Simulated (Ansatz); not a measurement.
# How fast states decay through Sc2ZnTe4

Wanted: the relaxed cell of Sc2ZnTe4, its band edges and its decay constants. It is built by putting Sc for Al in the Al2ZnTe4 structure of space group I-4, with the volume rescaled by atomic radii. The parent structure comes from the Materials Project.

Program: Ansatz 0.2.0. Level of theory: PBE DFT, plane waves, PAW files, in the first sound run; inputs show where later runs differ. Results are calculated unless marked as measured.

The structure was built from a prototype and need not be the compound's stable phase.

## 1. Starting point

Symmetry: I-4, No. 82, tetragonal system. The conventional cell has a = 6.421 Å, b = 6.421 Å, c = 12.672 Å, α = 90.00°, β = 90.00°, γ = 90.00°. Nearest to Sc lie 4 Te at 2.81 Å. Nearest to Sc lie 4 Te at 2.80 Å. Zn has 4 Te at 2.84 Å nearest. Nearest to Te lie 2 Sc at 2.80 to 2.81 Å and 1 Zn at 2.84 Å. It derives from Al2ZnTe4. Sc for Al in the Al2ZnTe4 structure of space group I-4. Farther neighbours and most contacts between anions are not listed.

Structure file:

```cif
data_structure
_symmetry_space_group_name_H-M 'P 1'
_symmetry_Int_Tables_number 1
_cell_length_a 7.7947
_cell_length_b 7.7947
_cell_length_c 7.7947
_cell_angle_alpha 131.354
_cell_angle_beta 131.354
_cell_angle_gamma 71.252
_cell_volume 261.22
loop_
_atom_site_label
_atom_site_type_symbol
_atom_site_fract_x
_atom_site_fract_y
_atom_site_fract_z
_atom_site_occupancy
Sc1 Sc 0.25000 0.75000 0.50000 1
Sc2 Sc 0.50000 0.50000 0.00000 1
Zn3 Zn 0.00000 0.00000 0.00000 1
Te4 Te 0.62731 0.13188 0.02300 1
Te5 Te 0.39568 0.37269 0.50457 1
Te6 Te 0.86812 0.89111 0.49543 1
Te7 Te 0.10889 0.60432 0.97700 1
```

## 2. Cell and atoms at rest

The substituted atoms don't fit the parent's cell, so cell and atoms relax together. A small smearing keeps the run stable in case the gap closes on the way.

input.yaml

```yaml
crystal:
  lattice:
    - [-3.2104818413, 3.2104818413, 6.3358089879]
    - [3.2104818413, -3.2104818413, 6.3358089879]
    - [3.2104818413, 3.2104818413, -6.3358089879]
  atoms:
    - { symbol: Sc, position: [0.25, 0.75, 0.5] }
    - { symbol: Sc, position: [0.5, 0.5, 0.0] }
    - { symbol: Zn, position: [0.0, 0.0, 0.0] }
    - { symbol: Te, position: [0.62731476, 0.13188442, 0.02299641] }
    - { symbol: Te, position: [0.39568165, 0.37268524, 0.50456966] }
    - { symbol: Te, position: [0.86811558, 0.89111199, 0.49543034] }
    - { symbol: Te, position: [0.10888801, 0.60431835, 0.97700359] }
kpoints:
  mp_grid: { grid: [6, 6, 6] }
scf:
  occupations: { method: gaussian, width: 0.03 }
hamiltonian:
  xc: pbe
output:
  forces: true
  stress: true
relax:
  f_tol: 0.02
  max_steps: 60
  cell: {}
```

On the command line:

```sh
$ ansatz run input.yaml --threads 2 --pin off --max-ram 4096MiB --backend cpu --events-out ev --progress --plain --runs-dir out
```

Numbers of over 12 decimals in the logs are rounded to 6 here.

Output:

```text
Engine: ansatz 0.2.0, x86_64-unknown-linux-gnu
Pseudopotentials: kind: paw
Pseudopotential: Sc, paw, valence charge 11, recommended cutoff 420 eV (normal), Sc.paw.azcp
Pseudopotential: Zn, paw, valence charge 12, recommended cutoff 420 eV (normal), Zn.paw.azcp
Pseudopotential: Te, paw, valence charge 16, recommended cutoff 420 eV (normal), Te.paw.azcp
Functional definition: PBE
  parameter kappa = 0.804
  parameter beta = 0.066725
  exchange = pbe_x(kappa = kappa, mu = beta*pi^2/3)
  correlation = pbe_c(beta = beta)
Crystal: 7 atoms, lattice volume = 261.218 Å³
Basis set: ecut = 420 eV, 5005 PW (Γ), exchange–correlation on 108×108×108 points (8 copies of the dense FFT grid, shifted against one another)
Bands: 59, of which v1, the nominal top of the filled ones, is band 49 counted from 1 (48 counted from 0)
Symmetry: 4 space group operations
Space group: I-4 (ITA 82), of the structure as read, at distance tolerance 6.4e-5 Å
k-points: 36 of 216 (time reversal used)
Non-local potential: Sc, projectors of the file, l = 0: 3, l = 1: 2, l = 2: 3, l = 3: 1
Non-local potential: Zn, projectors of the file, l = 0: 2, l = 1: 2, l = 2: 3, l = 3: 1
Non-local potential: Te, projectors of the file, l = 0: 2, l = 1: 2, l = 2: 2, l = 3: 2
PAW form: soft (Blöchl's): semilocal exchange-correlation on the pseudo side does not see the compensation charge
PAW one-centre angular grid: Sc, 590 points (default); XC on 64 Gauss nodes
PAW one-centre angular grid: Zn, 590 points (default); XC on 64 Gauss nodes
PAW one-centre angular grid: Te, 590 points (default); XC on 64 Gauss nodes
Initial density: superposition of atomic densities (neutral atoms: chi_scale 0, normalization atom), corrected by the library's trained network
Initial wavefunctions: pseudopotential atomic-orbital guess
Functional: x = pbe(κ = 0.804, μ = 0.219515), c = pbe(β = 0.066725)
SCF iter   1: F=—  HF=-35515.818705 eV  |F-HF|=—  |Δ(HF+E_count)|=         —  Δρ=1.87e-3  dr2=9.21e-3  ethr=1.77e-3  ⟨swp⟩=8.4  Hψ=8871  notcnv=0
preconditioner: auto → Resta (q_TF=auto, 2.317 Å⁻¹)  ε∞=6.0  [insulator: Δε(μ)=1.220 eV  Ē_g=6.636 eV  σ=0.030 eV  W_gap=1.00  n_scr=60 (ndim 8)  ℏωp=14.9 eV  f_vac=0.095  D(μ)=0.00/eV (n_scr^D=0)  ε∞_Penn≈6.0]
SCF iter   2: F=—  HF=-35515.816555 eV  |F-HF|=—  |Δ(HF+E_count)|=   2.15e-3  Δρ=1.02e-3  dr2=2.12e-3  ethr=9.40e-6  ⟨swp⟩=2.1  Hψ=4369  notcnv=0  defer=110
SCF iter   3: F=—  HF=-35515.817010 eV  |F-HF|=—  |Δ(HF+E_count)|=   4.55e-4  Δρ=5.29e-4  dr2=6.90e-4  ethr=2.17e-6  ⟨swp⟩=2.0  Hψ=2407  notcnv=0  defer=110
SCF iter   4: F=—  HF=-35515.817385 eV  |F-HF|=—  |Δ(HF+E_count)|=   3.75e-4  Δρ=1.42e-4  dr2=5.54e-5  ethr=7.04e-7  ⟨swp⟩=2.0  Hψ=2770  notcnv=0  defer=110
SCF iter   5: F=—  HF=-35515.817349 eV  |F-HF|=—  |Δ(HF+E_count)|=   3.58e-5  Δρ=1.00e-4  dr2=3.12e-5  ethr=5.66e-8  ⟨swp⟩=3.0  Hψ=3755  notcnv=0  defer=110
SCF iter   6: F=—  HF=-35515.817352 eV  |F-HF|=—  |Δ(HF+E_count)|=   2.61e-6  Δρ=3.48e-5  dr2=5.25e-6  ethr=3.19e-8  ⟨swp⟩=2.0  Hψ=2626  notcnv=0  defer=110
SCF iter   7: F=—  HF=-35515.817353 eV  |F-HF|=—  |Δ(HF+E_count)|=   1.46e-6  Δρ=1.38e-5  dr2=8.37e-7  ethr=5.36e-9  ⟨swp⟩=3.0  Hψ=3776  notcnv=0  defer=110
SCF iter   8: F=—  HF=-35515.817354 eV  |F-HF|=—  |Δ(HF+E_count)|=   9.77e-7  Δρ=4.76e-6  dr2=1.04e-7  ethr=8.54e-10  ⟨swp⟩=2.0  Hψ=2770  notcnv=0  defer=110
SCF iter   9: F=—  HF=-35515.817354 eV  |F-HF|=—  |Δ(HF+E_count)|=   8.38e-8  Δρ=4.53e-6  dr2=1.07e-7  ethr=1.02e-10  ⟨swp⟩=5.0  Hψ=7233  notcnv=0
SCF iter  10: F=-35515.817354 eV  HF=-35515.817354 eV  |F-HF|=9.17e-10  |Δ(HF+E_count)|=   1.02e-8  Δρ=9.22e-7  dr2=4.57e-9  ethr=1.02e-10  ⟨swp⟩=2.2  Hψ=6613  notcnv=0
SCF 1 converged in 10 iterations: F = -35515.817354 eV  dr2 = 4.57e-9
  greatest PAW one-centre occupation: 0.998 electrons in one spin orbital (limit 2), on the Sc atom at site 0 (counted from 0), in its partial waves of l = 0
relax step   1: F+E_penalty+E_count = -35515.81735426 eV  Δ(F+E_penalty+E_count) = +0.000e0 eV  max|allowed force component| = 3.100e-1 eV/Å  Δτ_max = 0.0000 Å  P = -1.058 GPa  Ω = 261.218 Å³  (10 SCF iters, dr2 threshold 1.00e-7 eV, accepted)
Crystal: 7 atoms, lattice volume = 252.978 Å³
Basis set: ecut = 420 eV, 4933 PW (Γ), exchange–correlation on 108×108×108 points (8 copies of the dense FFT grid, shifted against one another)
Initial density: handed on by an earlier stage of this run
Initial wavefunctions: those handed on with the density
iter 1 solved again at ethr=6.67e-5 eV; its pass at ethr=3.10e-3 eV (dr2=6.53e-2 eV) is discarded
SCF iter   1: F=—  HF=-35515.959509 eV  |F-HF|=—  |Δ(HF+E_count)|=         —  Δρ=5.18e-3  dr2=6.49e-2  ethr=6.67e-5  ⟨swp⟩=2.0  Hψ=10796  notcnv=0
preconditioner: auto → Resta (q_TF=auto, 2.329 Å⁻¹)  ε∞=6.1  [insulator: Δε(μ)=1.296 eV  Ē_g=6.694 eV  σ=0.030 eV  W_gap=1.00  n_scr=60 (ndim 8)  ℏωp=15.1 eV  f_vac=0.079  D(μ)=0.00/eV (n_scr^D=0)  ε∞_Penn≈6.1]
SCF iter   2: F=—  HF=-35515.951581 eV  |F-HF|=—  |Δ(HF+E_count)|=   7.93e-3  Δρ=2.67e-3  dr2=1.78e-2  ethr=6.62e-5  ⟨swp⟩=2.1  Hψ=3100  notcnv=0
SCF iter   3: F=—  HF=-35515.950963 eV  |F-HF|=—  |Δ(HF+E_count)|=   6.18e-4  Δρ=1.54e-3  dr2=8.93e-3  ethr=1.82e-5  ⟨swp⟩=2.1  Hψ=3459  notcnv=0
SCF iter   4: F=—  HF=-35515.949687 eV  |F-HF|=—  |Δ(HF+E_count)|=   1.28e-3  Δρ=3.59e-4  dr2=4.28e-4  ethr=9.11e-6  ⟨swp⟩=2.0  Hψ=3096  notcnv=0
SCF iter   5: F=—  HF=-35515.949732 eV  |F-HF|=—  |Δ(HF+E_count)|=   4.48e-5  Δρ=1.74e-4  dr2=1.35e-4  ethr=4.37e-7  ⟨swp⟩=2.0  Hψ=3182  notcnv=0
SCF iter   6: F=—  HF=-35515.949776 eV  |F-HF|=—  |Δ(HF+E_count)|=   4.44e-5  Δρ=5.55e-5  dr2=1.39e-5  ethr=1.38e-7  ⟨swp⟩=2.0  Hψ=2632  notcnv=0
SCF iter   7: F=—  HF=-35515.949791 eV  |F-HF|=—  |Δ(HF+E_count)|=   1.42e-5  Δρ=3.78e-5  dr2=3.59e-6  ethr=1.42e-8  ⟨swp⟩=2.0  Hψ=2773  notcnv=0
SCF iter   8: F=—  HF=-35515.949792 eV  |F-HF|=—  |Δ(HF+E_count)|=   1.86e-6  Δρ=2.01e-5  dr2=1.51e-6  ethr=3.66e-9  ⟨swp⟩=2.0  Hψ=2632  notcnv=0
SCF iter   9: F=-35515.949793 eV  HF=-35515.949793 eV  |F-HF|=7.51e-8  |Δ(HF+E_count)|=   3.77e-7  Δρ=7.32e-6  dr2=1.87e-7  ethr=7.14e-10  ⟨swp⟩=5.0  Hψ=6649  notcnv=0
SCF 2 converged in 9 iterations: F = -35515.949793 eV  dr2 = 1.87e-7
relax step   2: F+E_penalty+E_count = -35515.94979285 eV  Δ(F+E_penalty+E_count) = -1.324e-1 eV  max|allowed force component| = 1.753e-1 eV/Å  Δτ_max = 0.1478 Å  P = +0.036 GPa  Ω = 252.978 Å³  energy of the carried Pulay correction = +1.240e-3 eV  (9 SCF iters, dr2 threshold 7.00e-7 eV, accepted)
Crystal: 7 atoms, lattice volume = 251.745 Å³
iter 1 solved again at ethr=2.91e-5 eV; its pass at ethr=3.10e-3 eV (dr2=2.85e-2 eV) is discarded
SCF iter   1: F=—  HF=-35515.971230 eV  |F-HF|=—  |Δ(HF+E_count)|=         —  Δρ=2.31e-3  dr2=2.72e-2  ethr=2.91e-5  ⟨swp⟩=2.0  Hψ=8828  notcnv=0
preconditioner: auto → Resta (q_TF=auto, 2.331 Å⁻¹)  ε∞=6.2  [insulator: Δε(μ)=1.216 eV  Ē_g=6.641 eV  σ=0.030 eV  W_gap=1.00  n_scr=60 (ndim 8)  ℏωp=15.2 eV  f_vac=0.079  D(μ)=0.00/eV (n_scr^D=0)  ε∞_Penn≈6.2]
SCF iter   2: F=—  HF=-35515.967393 eV  |F-HF|=—  |Δ(HF+E_count)|=   3.84e-3  Δρ=1.12e-3  dr2=2.98e-3  ethr=2.78e-5  ⟨swp⟩=2.3  Hψ=2890  notcnv=0
SCF iter   3: F=—  HF=-35515.966988 eV  |F-HF|=—  |Δ(HF+E_count)|=   4.05e-4  Δρ=5.67e-4  dr2=1.06e-3  ethr=3.04e-6  ⟨swp⟩=2.0  Hψ=3456  notcnv=0
SCF iter   4: F=—  HF=-35515.966885 eV  |F-HF|=—  |Δ(HF+E_count)|=   1.04e-4  Δρ=1.08e-4  dr2=5.19e-5  ethr=1.08e-6  ⟨swp⟩=2.0  Hψ=2525  notcnv=0
SCF iter   5: F=—  HF=-35515.966845 eV  |F-HF|=—  |Δ(HF+E_count)|=   3.94e-5  Δρ=8.77e-5  dr2=3.98e-5  ethr=5.30e-8  ⟨swp⟩=2.1  Hψ=3647  notcnv=0
SCF iter   6: F=—  HF=-35515.966844 eV  |F-HF|=—  |Δ(HF+E_count)|=   7.97e-7  Δρ=1.95e-5  dr2=1.58e-6  ethr=4.06e-8  ⟨swp⟩=2.0  Hψ=2688  notcnv=0
SCF iter   7: F=-35515.966846 eV  HF=-35515.966846 eV  |F-HF|=8.07e-8  |Δ(HF+E_count)|=   1.25e-6  Δρ=6.83e-6  dr2=1.83e-7  ethr=7.14e-10  ⟨swp⟩=5.0  Hψ=7169  notcnv=0
SCF 3 converged in 7 iterations: F = -35515.966846 eV  dr2 = 1.83e-7
relax step   3: F+E_penalty+E_count = -35515.96684581 eV  Δ(F+E_penalty+E_count) = -1.705e-2 eV  max|allowed force component| = 6.978e-2 eV/Å  Δτ_max = 0.0514 Å  P = +0.105 GPa  Ω = 251.745 Å³  energy of the carried Pulay correction = +1.429e-3 eV  (7 SCF iters, dr2 threshold 7.00e-7 eV, accepted)
[...]
relax step   4: F+E_penalty+E_count = -35515.96889464 eV  Δ(F+E_penalty+E_count) = -2.049e-3 eV  max|allowed force component| = 4.358e-3 eV/Å  Δτ_max = 0.0111 Å  P = -0.013 GPa  Ω = 252.124 Å³  energy of the carried Pulay correction = +1.370e-3 eV  (6 SCF iters, dr2 threshold 3.04e-7 eV, accepted)
[...]
relax step   5: F+E_penalty+E_count = -35515.96907902 eV  Δ(F+E_penalty+E_count) = -1.844e-4 eV  max|allowed force component| = 3.072e-3 eV/Å  Δτ_max = 0.0020 Å  P = -0.002 GPa  Ω = 252.155 Å³  energy of the carried Pulay correction = +1.366e-3 eV  (9 SCF iters, accepted)
[...]
relax step   6: F+E_penalty+E_count = -35515.96919765 eV  Δ(F+E_penalty+E_count) = -1.186e-4 eV  max|allowed force component| = 2.377e-3 eV/Å  Δτ_max = 0.0010 Å  P = +0.004 GPa  Ω = 252.188 Å³  energy of the carried Pulay correction = +1.361e-3 eV  (8 SCF iters, accepted)
Initial wavefunctions: pseudopotential atomic-orbital guess (no wavefunctions were taken with the density)
iter 1 solved again at ethr=2.01e-7 eV; its pass at ethr=3.10e-3 eV (dr2=1.97e-4 eV) is discarded
SCF iter   1: F=—  HF=-35515.967721 eV  |F-HF|=—  |Δ(HF+E_count)|=         —  Δρ=4.43e-5  dr2=6.65e-7  ethr=2.01e-7  ⟨swp⟩=3.0  Hψ=13722  notcnv=0
SCF iter   2: F=—  HF=-35515.967809 eV  |F-HF|=—  |Δ(HF+E_count)|=   8.79e-5  Δρ=3.79e-5  dr2=1.44e-6  ethr=6.78e-10  ⟨swp⟩=3.0  Hψ=4052  notcnv=0
SCF iter   3: F=—  HF=-35515.967818 eV  |F-HF|=—  |Δ(HF+E_count)|=   9.49e-6  Δρ=1.05e-5  dr2=5.52e-8  ethr=6.78e-10  ⟨swp⟩=2.0  Hψ=2689  notcnv=0
SCF iter   4: F=—  HF=-35515.967820 eV  |F-HF|=—  |Δ(HF+E_count)|=   2.07e-6  Δρ=1.16e-6  dr2=2.96e-9  ethr=5.63e-11  ⟨swp⟩=2.0  Hψ=2880  notcnv=0
SCF iter   5: F=—  HF=-35515.967820 eV  |F-HF|=—  |Δ(HF+E_count)|=   3.70e-9  Δρ=6.90e-7  dr2=8.85e-10  ethr=3.02e-12  ⟨swp⟩=2.0  Hψ=2800  notcnv=0
SCF iter   6: F=—  HF=-35515.967820 eV  |F-HF|=—  |Δ(HF+E_count)|=   1.19e-9  Δρ=3.95e-7  dr2=4.05e-10  ethr=1.00e-12  ⟨swp⟩=2.1  Hψ=3098  notcnv=0
SCF iter   7: F=-35515.967820 eV  HF=-35515.967820 eV  |F-HF|=7.28e-11  |Δ(HF+E_count)|=  3.27e-10  Δρ=8.04e-8  dr2=1.08e-11  ethr=1.00e-12  ⟨swp⟩=4.0  Hψ=7955  notcnv=0
SCF 7 converged in 7 iterations: F = -35515.967820 eV  dr2 = 1.08e-11
relax step   7: F+E_penalty+E_count = -35515.96782021 eV  Δ(F+E_penalty+E_count) = +1.377e-3 eV  max|allowed force component| = 2.333e-3 eV/Å  Δτ_max = 0.0000 Å  P = +0.004 GPa  Ω = 252.188 Å³  stress off target by 8.26e-3 GPa  SCF on the basis re-selected at this cell (its energy is not comparable with the rows above)  (7 SCF iters)
basis re-selected at this cell: Δ(F+E_penalty+E_count) = +1.377e-3 eV, ΔP = +0.000 GPa vs the last step (what re-selecting the basis moved, of the pressure what is left beyond the Pulay correction that the steps carried, after the strain that the cell walked since its last selection, with what the two solves' SCF thresholds leave and, on support functions, any second-order correction that the steps lacked; it is no m [...]
SCF converged after 7 iterations
Free energy (F): -35515.967820 eV
Harris-Foulkes:  -35515.967820 eV  (|F-HF|=7.28e-11)
Internal energy: -35515.967820 eV  (E = F + TS)
E sigma→0 (E₀):  -35515.967820 eV
Fermi energy:    5.796145 eV
--- Per-component energies (eV) ---
  E_band       = -1610.707339
  E_kinetic    = 1371.989283
  E_local      = -10365.604605  (includes V_loc(G=0)·N_el)
  E_nonlocal   = -460.796773
  E_hartree    = 5360.165602
  E_xc         = -841.436539
  E_vxc        = -724.527787  (∫ρ·V_xc dr)
  E_paw        = -22389.944942  (= ΣΔE_a)
  E_vpaw       = -2152.097652  (= ΣTr[D̂ρ^β])
  E_aug_tail   = -0.001110  (compensation charges beyond the density's cutoff)
  E_ewald      = -8190.338737
  E_smearing   = -0.000000  (= −TS)
  E_closure    = -0.000000  (closes the sum)
  Σ components = -35515.967820   (vs F -35515.967820, Δ=0.00e0)
--- Forces (eV/Å), atoms counted from 1 ---
  atom   1  Sc     0.00000000     0.00000000     0.00000000
  atom   2  Sc    -0.00000000     0.00000000     0.00000000
  atom   3  Zn     0.00000000    -0.00000000     0.00000000
  atom   4  Te     0.00183425    -0.00233285    -0.00136341
  atom   5  Te     0.00233285     0.00183425     0.00136341
  atom   6  Te    -0.00233285    -0.00183425     0.00136341
  atom   7  Te    -0.00183425     0.00233285    -0.00136341
  max |Σ_I F_I| component: 1.13e-17 eV/Å
--- Stress (GPa, compression-positive) ---
        0.001594      -0.000000      -0.000000
        0.000000       0.001594      -0.000000
       -0.000000      -0.000000       0.008262
  P = ⅓ Tr σ = 0.0038 GPa (0.038 kbar)
--- Relaxed structure (6 steps of the walk, 6 accepted, 1 SCFs on fresh bases) ---
  F+E_penalty+E_count = -35515.96782021 eV   max|allowed force component| = 2.333e-3 eV/Å   (the final SCF, on the basis selected at the relaxed cell)
  cell:  # Å, volume = 252.1883 Å³
    - [-3.152124, 3.152124, 6.345390]
    - [3.152124, -3.152124, 6.345390]
    - [3.152124, 3.152124, -6.345390]
  atoms:
    - { symbol: Sc, position: [0.25, 0.75, 0.5] }
    - { symbol: Sc, position: [0.5, 0.5, -4.492709118962847e-19] }
    - { symbol: Zn, position: [1.5831302184483959e-19, -2.873396008281219e-19, -4.492709118962943e-19] }
    - { symbol: Te, position: [0.642258, 0.126735, 0.023469] }
    - { symbol: Te, position: [0.381210, 0.357742, 0.484477] }
    - { symbol: Te, position: [0.873265, 0.896733, 0.515523] }
    - { symbol: Te, position: [0.103267, 0.618790, 0.976531] }
```

The job ended after 1.9 min (2 threads of Intel Xeon Platinum 8488C (Sapphire Rapids), shared host; peak memory 0.86 GiB).

Step by step:

```tsv
step	energy less that of the first step (eV)	largest force component (eV/Å)	pressure (GPa)	volume (Å³)
1	0.0000	0.3100	-1.06	261.22
2	-0.1324	0.1753	0.04	252.98
3	-0.1495	0.0698	0.10	251.74
4	-0.1515	0.0044	-0.01	252.12
5	-0.1517	0.0031	0.00	252.16
6	-0.1518	0.0024	0.00	252.19
7*	-0.1505	0.0023	0.00	252.19
```

Relaxation steps marked * repeat the geometry before them on a plane-wave basis chosen anew for their cell, so energy and pressure can jump there.

The run keeps the 4 symmetry operations that it works with, so distortions that break them were not tested.

```tsv
conventional cell, symmetrised	before	after	change
a (Å)	6.421	6.304	-1.8 %
b (Å)	6.421	6.304	-1.8 %
c (Å)	12.672	12.691	+0.2 %
volume (Å³/atom)	37.32	36.03	-3.5 %
```

The atoms that moved most (Å, as changes of fractional coordinates times the final cell):

```tsv
atom	dx	dy	dz	length
Te6	0.065	0.062	-0.059	0.107
Te4	-0.062	0.065	0.059	0.107
Te7	0.062	-0.065	0.059	0.107
Te5	-0.065	-0.062	-0.059	0.107
```

Final coordinates:

```cif
data_structure
_symmetry_space_group_name_H-M 'P 1'
_symmetry_Int_Tables_number 1
_cell_length_a 7.7547
_cell_length_b 7.7547
_cell_length_c 7.7547
_cell_angle_alpha 132.032
_cell_angle_beta 132.032
_cell_angle_gamma 70.178
_cell_volume 252.19
loop_
_atom_site_label
_atom_site_type_symbol
_atom_site_fract_x
_atom_site_fract_y
_atom_site_fract_z
_atom_site_occupancy
Sc1 Sc 0.25000 0.75000 0.50000 1
Sc2 Sc 0.50000 0.50000 0.00000 1
Zn3 Zn 0.00000 0.00000 0.00000 1
Te4 Te 0.64226 0.12674 0.02347 1
Te5 Te 0.38121 0.35774 0.48448 1
Te6 Te 0.87326 0.89673 0.51552 1
Te7 Te 0.10327 0.61879 0.97653 1
```

This step gave:

- free energy: -35515.9678 eV
- Fermi energy: 5.796 eV
- pressure: 0.003817 GPa

The largest force component on a free atom ends at 0.0023 eV/Å.

[end of part 1 of 2]

[Logs are printed without paths, hosts, clocks, repeated set-up lines and the standing remarks that a program may print on its own settings, such as how far it seeks lower states.]

[Hosts, paths, dates, database ids (printed as entryN), source tags and the programs' standing remarks are cut or masked in the printed files.]
